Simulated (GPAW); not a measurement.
## H/Ta(110): simulated STM images

Wanted: filled- and empty-state images of H/Ta(110), with its work function.

Main program and level: GPAW 26.7.0; GPAW, PAW setups; slab in vacuum, relaxation, in the first sound run; inputs show where later runs differ.

**1. Set-up**

The cell holds 5 atoms: 4 Ta and 1 H. Its edges and angles: a = 2.867 Å, b = 2.867 Å, c = 26.346 Å, α = 90.0°, β = 90.0°, γ = 70.5°. Vacuum lies along c.

Coordinates:

```cif
data_structure
_symmetry_space_group_name_H-M 'P 1'
_symmetry_Int_Tables_number 1
_cell_length_a 2.8665
_cell_length_b 2.8665
_cell_length_c 26.3456
_cell_angle_alpha 90.000
_cell_angle_beta 90.000
_cell_angle_gamma 70.529
_cell_volume 204.10
loop_
_atom_site_label
_atom_site_type_symbol
_atom_site_fract_x
_atom_site_fract_y
_atom_site_fract_z
_atom_site_occupancy
Ta1 Ta 0.00000 0.00000 0.34161 1
Ta2 Ta 0.50000 0.50000 0.43045 1
Ta3 Ta 0.00000 0.00000 0.51929 1
Ta4 Ta 0.50000 0.50000 0.60813 1
H5 H 0.84000 0.84000 0.65839 1
```

**2. Relaxing the atoms**

The atoms are relaxed first, since the surface dipole, and with it the work function, follows the positions of the outer layers. The lowest 2 atoms are held at bulk positions and keep their forces.

Contents of run.py:

```python
import json
import numpy as np
from ase import Atoms
from ase.constraints import FixAtoms
from ase.optimize import BFGS
from gpaw import GPAW, PW

slab = Atoms(
    ['Ta', 'Ta', 'Ta', 'Ta', 'H'],
    positions=[
        [0.00000, 0.00000, 9.00000],
        [2.34052, 0.00000, 11.34052],
        [0.00000, 0.00000, 13.68105],
        [2.34052, 0.00000, 16.02157],
        [3.93208, 0.00000, 17.34561]],
    cell=[[2.34052, -1.655, 0.0], [2.34052, 1.655, 0.0], [0.0, 0.0, 26.34561]],
    pbc=[True, True, False])

slab.calc = GPAW(mode=PW(500), xc='PBE', kpts={'size': (12, 12, 1), 'gamma': True},
                 occupations={'name': 'fermi-dirac', 'width': 0.1}, nbands='160%',
                 convergence={'density': 1e-05}, maxiter=200,
                 poissonsolver={'dipolelayer': 'xy'},
                 symmetry={'tolerance': 1e-3, 'extra_ids': [1, 1, 0, 0, 0]}, txt='slab.txt')
result = {}
slab.set_constraint(FixAtoms([0, 1]))
path = []
opt = BFGS(slab, maxstep=0.2)
opt.attach(lambda: path.append((slab.get_potential_energy(), slab.positions.tolist(), slab.get_forces().tolist())))
result['relaxed'] = bool(opt.run(fmax=0.03, steps=40))
result['path'] = path
energy = slab.get_potential_energy()
fermi = slab.calc.get_fermi_level()
v = slab.calc.get_electrostatic_potential().mean((0, 1)) - fermi
n = slab.calc.get_pseudo_density().mean((0, 1))
L = slab.cell[2, 2]
z = np.arange(len(v)) * L / len(v)
low, high = slab.positions[:, 2].min(), slab.positions[:, 2].max()
below, above = np.interp([low - 6.8, high + 6.8], z, v)
slopes = [np.interp(x, z, np.gradient(v, z)) for x in (low - 6.8, high + 6.8)]
eps = np.array([[slab.calc.get_eigenvalues(k, s) for k in range(len(slab.calc.get_ibz_k_points()))]
                for s in range(slab.calc.get_number_of_spins())]) - fermi
top, bottom = eps[eps < 0].max(), eps[eps > 0].min()
dipole = slab.get_dipole_moment()[2]
print(f'energy {energy:.4f} eV, Fermi level {fermi:.4f} eV, dipole {dipole:.5f} e A')
print(f'potential 6.8 A off the faces, from the Fermi level: lower {below:.4f} eV, upper {above:.4f} eV')
print(f'slope of the potential there: lower {slopes[0]:.5f}, upper {slopes[1]:.5f} eV/A')
print(f'nearest levels on the mesh: {top:.4f} and {bottom:.4f} eV')
print('magnetic moment', round(slab.get_magnetic_moment(), 3))
result.update(energy=energy, fermi=fermi, dipole=dipole, below=below, above=above, slopes=slopes, edges=[top, bottom],
              z=z.tolist(), v=v.tolist(), n=n.tolist(), positions=slab.positions.tolist(),
              forces=slab.get_forces(apply_constraint=False).tolist(), moments=slab.get_magnetic_moments().tolist())
json.dump(result, open('result.json', 'w'))
```

On the command line:

```sh
$ OMP_NUM_THREADS=1 OPENBLAS_NUM_THREADS=1 python run.py
```

The program printed:

```text
Step          Energy          fmax
BFGS:    0      -41.469999        0.926780
BFGS:    1      -41.490157        0.843366
BFGS:    2      -41.561914        0.424012
BFGS:    3      -41.566623        0.346812
BFGS:    4      -41.585618        0.144692
BFGS:    5      -41.586582        0.134118
BFGS:    6      -41.587991        0.148234
BFGS:    7      -41.590824        0.172462
BFGS:    8      -41.595313        0.175881
BFGS:    9      -41.599358        0.117650
BFGS:   10      -41.600939        0.099785
BFGS:   11      -41.601333        0.092108
BFGS:   12      -41.601541        0.081151
BFGS:   13      -41.601963        0.054246
BFGS:   14      -41.602425        0.039689
BFGS:   15      -41.602701        0.027680
energy -41.5165 eV, Fermi level 1.4626 eV, dipole 0.01849 e A
potential 6.8 A off the faces, from the Fermi level: lower 4.7835 eV, upper 4.3468 eV
slope of the potential there: lower -0.00006, upper 0.00005 eV/A
nearest levels on the mesh: -0.0186 and 0.0042 eV
magnetic moment 0.0
```

Run time: 46 min. Hardware: 1 thread of Arm Neoverse V2, shared host; peak memory 0.39 GiB.

Relaxation path:

| step | energy less that of the first step (eV) | largest force (eV/Å) |
| --- | --- | --- |
| 1 | 0.0000 | 0.9268 |
| 2 | -0.0199 | 0.8434 |
| 3 | -0.0909 | 0.4240 |
| 4 | -0.0954 | 0.3468 |
| 5 | -0.1130 | 0.1447 |
| 6 | -0.1138 | 0.1341 |
| 7 | -0.1153 | 0.1482 |
| 8 | -0.1183 | 0.1725 |
| 9 | -0.1235 | 0.1759 |
| 10 | -0.1286 | 0.1176 |
| 11 | -0.1308 | 0.0998 |
| 12 | -0.1313 | 0.0921 |
| 13 | -0.1315 | 0.0812 |
| 14 | -0.1320 | 0.0542 |
| 15 | -0.1326 | 0.0397 |
| 16 | -0.1331 | 0.0277 |

The atoms that moved most (Å):

| atom | dx | dy | dz | length |
| --- | --- | --- | --- | --- |
| H5 | 0.078 | 0.000 | -0.288 | 0.299 |
| Ta4 | 0.001 | 0.000 | -0.017 | 0.017 |
| Ta3 | -0.006 | 0.000 | -0.002 | 0.006 |

Final coordinates:

```
Ta H
1.0
     2.34052   -1.65500    0.00000
     2.34052    1.65500    0.00000
     0.00000    0.00000   26.34561
Ta H
4 1
Direct
  0.00000 0.00000 0.34161
  0.50000 0.50000 0.43045
  0.99877 0.99877 0.51920
  0.50024 0.50024 0.60750
  0.85668 0.85668 0.64744
```

This step gave:

```
dipole along the normal                    : 0.01849 e·Å
levels nearest the Fermi level on the mesh : -0.01857, 0.004224 eV from the Fermi level
upper work function                        : 4.347 eV
lower work function                        : 4.784 eV
```

The electrostatic potential energy of an electron (without an applied field's), less the Fermi level, planar mean oscillates, so the rows of the table below give means over windows of 1 Å about each position, cut where the curve ends. Its maxima inside the range that stand out by 2 % of the span (Å: eV): 10.2: -1.29, 12.5: -1.28, 14.9: -1.31. Its minima: 9.0: -25.3, 11.4: -25.1, 13.6: -25.1, 16.0: -25.3.

The electrostatic potential energy of an electron (without an applied field's), less the Fermi level, planar mean by z; means over each step:

| z (Å) | electrostatic potential energy of an electron (without an applied field's), less the Fermi level, planar mean (eV) |
| --- | --- |
| 0 | 4.70 |
| 1 | 4.78 |
| 2 | 4.78 |
| 3 | 4.78 |
| 4 | 4.78 |
| 5 | 4.78 |
| 6 | 4.70 |
| 7 | 3.92 |
| 8 | -2.99 |
| 9 | -20.7 |
| 10 | -4.28 |
| 11 | -16.9 |
| 12 | -9.81 |
| 13 | -9.36 |
| 14 | -17.2 |
| 15 | -4.25 |
| 16 | -20.7 |
| 17 | -4.80 |
| 18 | 3.39 |
| 19 | 4.29 |
| 20 | 4.34 |
| 21 | 4.35 |
| 22 | 4.35 |
| 23 | 4.35 |
| 24 | 4.35 |
| 25 | 4.35 |
| 26 | 4.38 |

The pseudo valence density, planar mean oscillates, so the rows of the table below give means over windows of 2.26 Å about each position, cut where the curve ends. Its maxima inside the range that stand out by 2 % of the span (Å: e/Å³): 9.0: 1.51, 11.3: 1.49, 13.7: 1.48, 16.0: 1.52. Its minima: 10.2: 0.277, 12.4: 0.280, 14.9: 0.284.

Pseudo valence density, planar mean against z; means over each step:

| z (Å) | pseudo valence density, planar mean (e/Å³) |
| --- | --- |
| 3.39 | 1.2e-5 |
| 5.65 | 0.00242 |
| 7.91 | 0.394 |
| 10.17 | 0.691 |
| 12.43 | 0.693 |
| 14.69 | 0.703 |
| 16.95 | 0.539 |
| 19.21 | 0.00391 |
| 21.47 | 8.5e-6 |

The relaxation lowered the energy of the cell by 0.133 eV (energies extrapolated to zero smearing; the optimiser's log prints free energies). The largest force left on a free atom is 0.028 eV/Å.

**3. Plane waves, PBE**

With the geometry fixed, the planar mean of the potential gives the vacuum level on each side.

This step: GPAW, PAW setups; slab in vacuum (GPAW 26.7.0).

Edit run.py of step 2 so:

```diff
@@ -3,4 +3,3 @@
 from ase import Atoms
-from ase.constraints import FixAtoms
-from ase.optimize import BFGS
+from ase.dft.stm import STM
 from gpaw import GPAW, PW
@@ -11,6 +10,6 @@
         [0.00000, 0.00000, 9.00000],
-        [2.34052, 0.00000, 11.34052],
-        [0.00000, 0.00000, 13.68105],
-        [2.34052, 0.00000, 16.02157],
-        [3.93208, 0.00000, 17.34561]],
+        [2.34052, -0.00000, 11.34052],
+        [-0.00577, -0.00000, 13.67864],
+        [2.34165, 0.00000, 16.00489],
+        [4.01014, -0.00000, 17.05724]],
     cell=[[2.34052, -1.655, 0.0], [2.34052, 1.655, 0.0], [0.0, 0.0, 26.34561]],
@@ -22,10 +21,4 @@
                  poissonsolver={'dipolelayer': 'xy'},
-                 symmetry={'tolerance': 1e-3, 'extra_ids': [1, 1, 0, 0, 0]}, txt='slab.txt')
+                 symmetry={'tolerance': 1e-3}, txt='slab.txt')
 result = {}
-slab.set_constraint(FixAtoms([0, 1]))
-path = []
-opt = BFGS(slab, maxstep=0.2)
-opt.attach(lambda: path.append((slab.get_potential_energy(), slab.positions.tolist(), slab.get_forces().tolist())))
-result['relaxed'] = bool(opt.run(fmax=0.03, steps=40))
-result['path'] = path
 energy = slab.get_potential_energy()
@@ -51,2 +44,16 @@
               forces=slab.get_forces(apply_constraint=False).tolist(), moments=slab.get_magnetic_moments().tolist())
+
+# Images need the states of the whole zone, up to time reversal
+slab.calc = slab.calc.fixed_density(symmetry={'point_group': False}, txt='states.txt', nbands='250%',
+                                    convergence={'bands': 'CBM+1.3'})
+stm = STM(slab)
+result['stm'] = []
+for bias in [-1.0, 1.0]:
+    height = high + 3.5
+    current = stm.get_averaged_current(bias, height)
+    x, y, h = stm.scan(bias, current)
+    i, f = divmod(height / L * stm.ldos.shape[2], 1)
+    I = abs((1 - f) * stm.ldos[:, :, int(i)] + f * stm.ldos[:, :, int(i) + 1])
+    print(f'bias {bias} V: mean current at 3.5 A {current:.4e}, corrugation {np.ptp(h):.4f} A')
+    result['stm'].append(dict(bias=bias, current=current, h=(h - high).tolist(), I=I.tolist()))
 json.dump(result, open('result.json', 'w'))
```

The program printed:

```text
energy -41.5165 eV, Fermi level 1.4626 eV, dipole 0.01853 e A
potential 6.8 A off the faces, from the Fermi level: lower 4.7834 eV, upper 4.3468 eV
slope of the potential there: lower -0.00006, upper 0.00005 eV/A
nearest levels on the mesh: -0.0186 and 0.0042 eV
magnetic moment 0.0
bias -1.0 V: mean current at 3.5 A 4.5841e-06, corrugation 0.0298 A
bias 1.0 V: mean current at 3.5 A 1.2004e-05, corrugation 0.0265 A
```

The job ended after 7.7 min (1 thread; peak memory 0.93 GiB).

This step gave:

| Quantity | Value |
| --- | --- |
| dipole along the normal | 0.01853 e·Å |
| levels nearest the Fermi level on the mesh | -0.01857, 0.004227 eV from the Fermi level |
| lower work function | 4.783 eV |
| corrugation -1 | 0.02982 Å |
| corrugation 1 | 0.02646 Å |

The electrostatic potential energy of an electron (without an applied field's), less the Fermi level, planar mean oscillates, so the rows of the table below give means over windows of 1 Å about each position, cut where the curve ends. Its maxima inside the range that stand out by 2 % of the span (Å: eV): 10.2: -1.29, 12.5: -1.28, 14.9: -1.31. Its minima: 9.0: -25.3, 11.4: -25.1, 13.6: -25.1, 16.0: -25.3.

Table of electrostatic potential energy of an electron (without an applied field's), less the Fermi level, planar mean by z; means over each step:

z (Å), electrostatic potential energy of an electron (without an applied field's), less the Fermi level, planar mean (eV) and a bar from the least value:
```
        0        4.7 ##############################
        1        4.8 ##############################
        2        4.8 ##############################
        3        4.8 ##############################
        4        4.8 ##############################
        5        4.8 ##############################
        6        4.7 ##############################
        7        3.9 #############################
        8       -3.0 #####################
        9      -20.7 
       10       -4.3 ###################
       11      -16.9 ####
       12       -9.8 #############
       13       -9.4 #############
       14      -17.2 ####
       15       -4.2 ###################
       16      -20.7 
       17       -4.8 ###################
       18        3.4 ############################
       19        4.3 #############################
       20        4.3 #############################
       21        4.3 #############################
       22        4.3 #############################
       23        4.3 #############################
       24        4.3 #############################
       25        4.3 #############################
       26        4.4 ##############################
```

The pseudo valence density, planar mean oscillates, so the rows of the table below give means over windows of 2.26 Å about each position, cut where the curve ends. Its maxima inside the range that stand out by 2 % of the span (Å: e/Å³): 9.0: 1.51, 11.3: 1.49, 13.7: 1.48, 16.0: 1.52. Its minima: 10.2: 0.277, 12.4: 0.280, 14.9: 0.284.

Table of pseudo valence density, planar mean by z; means over each step:

| z (Å) | pseudo valence density, planar mean (e/Å³) |
| --- | --- |
| 3.39 | 1.2e-5 |
| 5.65 | 0.00242 |
| 7.91 | 0.394 |
| 10.17 | 0.691 |
| 12.43 | 0.693 |
| 14.69 | 0.703 |
| 16.95 | 0.539 |
| 19.21 | 0.00391 |
| 21.47 | 8.5e-6 |

Tip height over the top atom over a1 and a2. Sample bias -1 V, constant current at the mean current 3.5 Å over the top atom.

Ten even steps from '_' (3.482 Å) to '@' (3.512 Å):
```
____..==++##%%%%####++--..____
____..::==**##%%%%##**==--..__
____..::--++**########**==--..
::::::::--==++**########**==--
======--====++****########**++
##****++======++****##########
##%%####**++++++++****####%%##
%%@@%%%%####**++++++****##%%%%
%%@@@@@@%%####**++==++++**##%%
%%@@@@@@@@%%####++======++**##
##%%@@@@@@@@%%##**====----==++
++##%%@@@@@@@@%%##++--::::::==
--++##%%@@@@@@%%##**==::......
..--++##%%@@@@@@%%**==::______
__..--++##%%%%%%####==::______
```
Columns: a1 from 0 to 0.933; rows upwards: a2 from 0 to 0.933.

Local density of states summed over the bias window over a1 and a2. Sample bias -1 V, constant height 3.5 Å over the top atom.

Ten even steps from '_' (4.42 × 1e-6 arbitrary) to '@' (4.71 × 1e-6 arbitrary):
```
____..--++##%%%%##**++--..____
____..::==**##%%%%##**==--..__
____..::--==**########**==--..
::::::::--==++**########**==--
====------==++++****######**++
****++++======++++****######**
######****++++==++++**####%%##
%%@@@@%%##****++==++++**##%%%%
@@@@@@@@%%####**++==++++**##%%
%%@@@@@@@@%%##**++========**##
##%%@@@@@@@@%%##**==------==++
++**%%@@@@@@@@%%**++--::::::--
--++**%%@@@@@@@@##++--::......
..--++**%%@@@@@@##**==::______
__..--++##%%@@%%##**==::______
```
Columns: a1 from 0 to 0.933; rows upwards: a2 from 0 to 0.933.

Tip height over the top atom over a1 and a2. Sample bias 1 V, constant current at the mean current 3.5 Å over the top atom.

Values in Å, 15 rows by 15 columns:
```
3.485 3.486 3.488 3.491 3.495 3.498 3.500 3.501 3.501 3.499 3.496 3.492 3.489 3.486 3.485
3.486 3.487 3.489 3.493 3.496 3.499 3.501 3.502 3.502 3.501 3.498 3.494 3.491 3.488 3.486
3.489 3.490 3.491 3.495 3.498 3.501 3.503 3.504 3.504 3.503 3.500 3.497 3.494 3.491 3.489
3.492 3.494 3.495 3.498 3.501 3.503 3.505 3.506 3.506 3.505 3.503 3.500 3.497 3.494 3.492
3.496 3.498 3.500 3.501 3.503 3.506 3.508 3.509 3.508 3.507 3.505 3.503 3.500 3.498 3.496
3.499 3.501 3.503 3.504 3.506 3.508 3.509 3.510 3.510 3.508 3.507 3.505 3.503 3.501 3.499
3.501 3.502 3.504 3.506 3.508 3.510 3.511 3.511 3.510 3.510 3.508 3.506 3.504 3.502 3.501
3.501 3.503 3.505 3.507 3.509 3.511 3.512 3.511 3.511 3.510 3.509 3.506 3.504 3.502 3.501
3.501 3.502 3.504 3.507 3.509 3.511 3.512 3.512 3.511 3.509 3.508 3.505 3.503 3.501 3.500
3.499 3.500 3.502 3.504 3.507 3.509 3.511 3.511 3.510 3.508 3.506 3.503 3.501 3.499 3.498
3.495 3.497 3.498 3.500 3.504 3.507 3.509 3.509 3.508 3.506 3.503 3.501 3.498 3.496 3.495
3.491 3.493 3.495 3.497 3.500 3.504 3.507 3.507 3.506 3.504 3.501 3.498 3.495 3.493 3.491
3.488 3.489 3.492 3.495 3.498 3.502 3.504 3.505 3.504 3.503 3.500 3.495 3.491 3.489 3.488
3.486 3.487 3.489 3.493 3.497 3.500 3.502 3.503 3.502 3.501 3.498 3.494 3.490 3.487 3.486
3.486 3.486 3.488 3.491 3.495 3.499 3.501 3.501 3.501 3.499 3.496 3.492 3.489 3.486 3.485
```
Columns: a1 from 0 to 0.933; rows upwards: a2 from 0 to 0.933.

Local density of states summed over the bias window over a1 and a2. Sample bias 1 V, constant height 3.5 Å over the top atom.

Ten even steps from '0' (1.17 × 1e-5 arbitrary) to '9' (1.23 × 1e-5 arbitrary):
```
001234555532100
001234566543210
112345666654321
233456777765432
345567888876543
556778899887655
567789999987665
667899999987665
566789999887655
556688999876544
344568898765433
223456787754322
112346677653211
001245666543100
001235565532100
```
Columns: a1 from 0 to 0.933; rows upwards: a2 from 0 to 0.933.

Force by atom:

| atom | x (eV/Å) | y (eV/Å) | z (eV/Å) | size |
| --- | --- | --- | --- | --- |
| Ta1 | 0.019 | 0.000 | 0.363 | 0.364 |
| Ta2 | -0.055 | 0.000 | -0.367 | 0.371 |
| Ta3 | 0.002 | 0.000 | -0.005 | 0.006 |
| Ta4 | 0.009 | 0.000 | 0.021 | 0.023 |
| H5 | 0.025 | 0.000 | -0.013 | 0.028 |

The potential is flat to 6.5e-5 eV/Å where it is read, so the vacuum is wide enough.

**4. Summary of results**

```json
{"work function, upper and lower face": "4.347 and 4.783 eV", "dipole along the normal": "0.0185 e Å", "corrugation at -1 V": "0.0298 Å", "corrugation at 1 V": "0.0265 Å"}
```

In GPAW's constant-current maps the tip height varies by under 0.05 Å at every bias shown (0.030 Å at most), which is near the numerical ripple of the maps: an s-wave tip would see an almost flat surface. Negative sample bias images filled states, positive bias empty ones. The two faces differ by 0.44 eV, the step that the slab's dipole makes (e p/(ε0 A) gives 0.43 eV), so the dipole layer is needed. The images are of Tersoff-Hamann type: an s-wave tip, no tip-sample forces, heights closer than in a microscope. The cell of 7.75 Å² holds one H, started on one chosen site; other sites and coverages weren't tried. The in-plane lattice was kept as typed, which isn't the functional's own and leaves some strain; spin-orbit coupling and temperature are left out.

[Logs are printed without paths, hosts, clocks, repeated set-up lines and the standing remarks that a program may print on its own settings, such as how far it seeks lower states.]

[Hosts, paths, dates, database ids (printed as entryN), source tags and the programs' standing remarks are cut or masked in the printed files.]
